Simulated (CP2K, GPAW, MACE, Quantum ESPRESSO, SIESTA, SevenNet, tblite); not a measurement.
# Al in place of B in random zinc-blende (B, In, Al)As solid solution (64 atoms): do the methods agree on the site?

Aim: compare the energies of Al in place of B at unlike sites of random zinc-blende (B, In, Al)As solid solution (64 atoms), with plane waves as the reference.

Results are calculated, not measured.

**1. The structure**

The cell holds 64 atoms (10 B, 32 As, 11 Al and 11 In), with edges of 11.00, 11.00 and 11.00 Å. Recipe: zinc-blende lattice (a = 5.499 Å, the mean of the end members), 2 x 2 x 2 cells, metal sites filled at random with 10 B, 11 In, 11 Al; every coordinate displaced by a Gaussian of 0.05 Å Then the atoms were relaxed with MACE MP-0b3 medium in the fixed cell.

**2. The reference input**

Quantum ESPRESSO 7.5: Kohn-Sham DFT, PBE, SSSP efficiency 1.3.0 pseudopotentials, plane waves. Its input, pw.in, for the unchanged cell:

```
&control
  calculation = 'scf'
  pseudo_dir = './pseudo'
  outdir = './tmp'
  disk_io = 'none'
  tprnfor = .true.
  tstress = .true.
/
&system
  ibrav = 0
  nat = 64
  ntyp = 4
  ecutwfc = 50
  ecutrho = 400
  nosym = .true.
  occupations = 'smearing'
  smearing = 'fd'
  degauss = 0.003675
/
&electrons
  conv_thr = 3.2e-07
  electron_maxstep = 100
  mixing_beta = 0.2
  mixing_mode = 'local-TF'
  diagonalization = 'david'
/
ATOMIC_SPECIES
B 10.810 B.upf
As 74.922 As.upf
Al 26.982 Al.upf
In 114.818 In.upf
CELL_PARAMETERS angstrom
10.99800 0.00000 0.00000
0.00000 10.99800 0.00000
0.00000 0.00000 10.99800
ATOMIC_POSITIONS crystal
B 0.00229 0.02198 0.01273
As 0.14183 0.10919 0.11537
Al 0.00662 0.23839 0.23906
As 0.14235 0.37080 0.35033
[... 58 atom lines left out ...]
Al 0.74528 0.76181 0.49863
As 0.87655 0.88422 0.62595
K_POINTS gamma
```

```console
$ OMP_NUM_THREADS=1 mpirun -np 4 pw.x -in pw.in > output.txt
```

It took 2.2 min on 4 MPI ranks of Arm Neoverse V2, shared host; peak memory 2.7 GiB; 8.8 min of CPU time.

It converged with an r.m.s. force component of 0.33 eV/Å and a pressure of 4.2 GPa.

**3. The levels**

The levels share the cells and solve them as single points, though not every level runs every cell. CPU time is summed over a level's finished runs, on a host shared with the other runs, so it is rough; the force column is the median over cells of the r.m.s. difference of force components from the reference.

| level | basis or training data | k-points | runs finished | CPU time | peak memory (GiB) | force difference (meV/Å) |
| --- | --- | --- | --- | --- | --- | --- |
| QE, PBE | plane waves, SSSP efficiency, 50/400 Ry | Γ | 4 of 4 | 34 min | 2.8 | reference |
| CP2K double zeta, PBE | DZVP-MOLOPT-SR, GTH, 800 Ry | Γ | 3 of 3 | 14 min | 5.6 | 16 |
| GPAW dzp, PBE | dzp orbitals, PAW, h 0.18 Å | Γ | 3 of 3 | 11 min | 2.1 | 30 |
| SIESTA DZP, PBE | DZP orbitals, shift 0.01 Ry, mesh 300 Ry | Γ | 3 of 3 | 17 min | 1.5 | 42 |
| MACE MP-0b3 medium | trained on PBE(+U) plane-wave data | - | 4 of 4 | 24 s | 0.84 | 331 |
| SevenNet l3i5 | trained on PBE(+U) plane-wave data | - | 4 of 4 | 32 s | 1.1 | 271 |

The reference's own r.m.s. force component runs from 320 to 334 meV/Å over these cells. MACE MP-0b3 medium relaxed the atoms, so in the cells that it relaxed its forces are near zero and its entry mostly repeats the reference's forces.

**4. The sites**

Each changed cell was relaxed with MACE MP-0b3 medium before the single points. Neighbours are the site's nearest atoms before the change.

| site | nearest atoms | their mean distance (Å) | atoms within 6 Å | largest move on relaxing (Å) | longest force left in the reference (eV/Å) |
| --- | --- | --- | --- | --- | --- |
| B11 | As4 | 2.13 | 39 | 0.35 | 1.47 |
| B37 | As4 | 2.12 | 39 | 0.34 | 1.47 |
| B5 | As4 | 2.11 | 42 | 0.37 | 1.20 |

**5. Site energies**

All changed cells hold the same atoms, so within one level their energies compare with no chemical potential. Energies in eV, less that of B11, the reference's cheapest site; the last column is the largest deviation from the reference once each row's mean is taken off.

| level | B11 | B37 | B5 | cheapest | largest deviation |
| --- | --- | --- | --- | --- | --- |
| QE, PBE | 0.00 | 0.12 | 0.24 | B11 | - |
| CP2K double zeta, PBE | 0.00 | 0.11 | 0.23 | B11 | 0.01 |
| GPAW dzp, PBE | 0.00 | 0.09 | 0.23 | B11 | 0.02 |
| SIESTA DZP, PBE | 0.00 | 0.10 | 0.21 | B11 | 0.02 |
| MACE MP-0b3 medium | 0.00 | 0.24 | 0.43 | B11 | 0.10 |
| SevenNet l3i5 | 0.00 | 0.18 | 0.42 | B11 | 0.09 |

**6. Outcome**

In the reference the cheapest site is B11 (As4) and the dearest B5 (As4), 0.24 eV higher. All 5 other levels pick the same cheapest site, and all give the whole order. CP2K double zeta, PBE follows the reference most closely (0.01 eV at worst) and MACE MP-0b3 medium least (0.10 eV).

The other programs at PBE deviate by 0.02 eV at most, the learned potentials by 0.09 to 0.10 eV. The reference's gap of 0.39 eV in the unchanged cell becomes 0.55 eV (B11), 0.36 eV (B37) and 0.39 eV (B5).

**Limits.** The geometries are those of MACE MP-0b3 medium; forces of up to 1.5 eV/Å remain in the reference, so relaxing in DFT would lower the energies, by amounts that can differ from site to site and can change the order. For MACE MP-0b3 medium alone these are relaxed energies. Defects interact with their periodic images. Only 3 of the 10 B sites are compared. Learned potentials know no electrons, so they can't tell charge or spin states of the defect. The reference samples only Γ, in a cell whose shortest periodic width is 11 Å. The reference isn't exact: its cutoffs and mesh weren't converged further here. SIESTA's automatically made basis is far from complete, and its potentials were converted by us (checked for H, C, O, Si, Ge and Ca alone). The learned potentials mimic data converged in k, so the sampling error of the reference's coarse mesh counts against them here, while programs on the same mesh share it. Spin–orbit coupling is left out. Where levels are smeared, the DFT runs use Fermi–Dirac occupations at 580 K (0.05 eV), and energies are free energies.

[Long decimals in the printed logs are rounded to 6 places.]

[Logs are printed without paths, hosts, clocks, repeated set-up lines and the standing remarks that a program may print on its own settings, such as how far it seeks lower states.]

[Hosts, paths, dates, database ids (printed as entryN), source tags and the programs' standing remarks are cut or masked in the printed files.]
